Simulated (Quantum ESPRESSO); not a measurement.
The C K edge of atom 2 in LuC2 (I4/mmm), with 1 C at 1.31 Å, 1 Lu at 2.38 Å and 4 Lu at 2.60 Å (6-fold, site symmetry 4mm), was computed in 2 ways: excited-electron core hole (neutral cell) and no core hole. Program and functional: Quantum ESPRESSO XSpectra, LDA, without spin-orbit coupling, Lorentzian half width 0.3 eV up to 4 eV, rising linearly to 2.5 eV at 25 eV; cells of 3 and 15 atoms (the run without a hole in the smaller).

Each run is counted from its own lowest empty level or Fermi level and scaled to a mean of 1 over its first 20 eV.

| E (eV) | run 1 | run 2 |
| --- | --- | --- |
| -2.0 | 0.05 | 0.06 |
| -1.0 | 0.09 | 0.14 |
| 0.0 | 0.43 | 0.79 |
| 1.0 | 0.91 | 1.55 |
| 2.0 | 1.29 | 1.79 |
| 3.0 | 1.39 | 1.01 |
| 4.0 | 0.87 | 0.77 |
| 5.0 | 0.98 | 1.20 |
| 6.0 | 1.19 | 1.25 |
| 7.0 | 1.29 | 1.18 |
| 8.0 | 1.40 | 1.12 |
| 9.0 | 1.29 | 0.84 |
| 10.0 | 0.99 | 0.65 |
| 11.0 | 0.79 | 0.67 |
| 12.0 | 0.80 | 0.83 |
| 13.0 | 0.87 | 0.98 |
| 14.0 | 0.94 | 1.00 |
| 15.0 | 0.89 | 0.91 |
| 16.0 | 0.83 | 0.87 |
| 17.0 | 0.82 | 0.86 |
| 18.0 | 0.86 | 0.82 |
| 19.0 | 0.91 | 0.79 |
| 20.0 | 0.94 | 0.77 |
| 21.0 | 0.94 | 0.74 |
| 22.0 | 0.91 | 0.70 |
| 23.0 | 0.85 | 0.65 |
| 24.0 | 0.79 | 0.61 |
| 25.0 | 0.74 | 0.58 |
| 26.0 | 0.71 | 0.58 |
| 27.0 | 0.70 | 0.59 |
| 28.0 | 0.71 | 0.61 |
| 29.0 | 0.74 | 0.63 |
| 30.0 | 0.77 | 0.62 |
| 31.0 | 0.78 | 0.58 |
| 32.0 | 0.76 | 0.54 |

Question: Which run is which?

Run 1: no core hole (area from −2 to 6 eV 6.5, main maxima 2.5 eV (1.51), 8.2 eV (1.40), 14.0 eV (0.94) and 20.4 eV (0.95)). Run 2: excited-electron core hole (neutral cell) (area from −2 to 6 eV 7.9, main maxima 2.0 eV (1.79), 5.8 eV (1.26) and 13.5 eV (1.01)). With each curve scaled to its own mean, the area from −2 to 6 eV with the hole is 7.9 against 6.5, and the centre of weight from −1 to 20 eV moves by -0.6 eV: the hole pulls the absorber's empty states down.

[Hosts, paths, dates, database ids (printed as entryN), source tags and the programs' standing remarks are cut or masked in the printed files.]

[Lists of maxima count a maximum above −3 eV only where it reaches 4 % of the highest in the window and stands out from its surroundings by 2 % of it (1.5 % where it reaches 55 %); shoulders and weaker maxima are passed over, and of the rest the first, up to two pre-edge ones and the few strongest are named.]
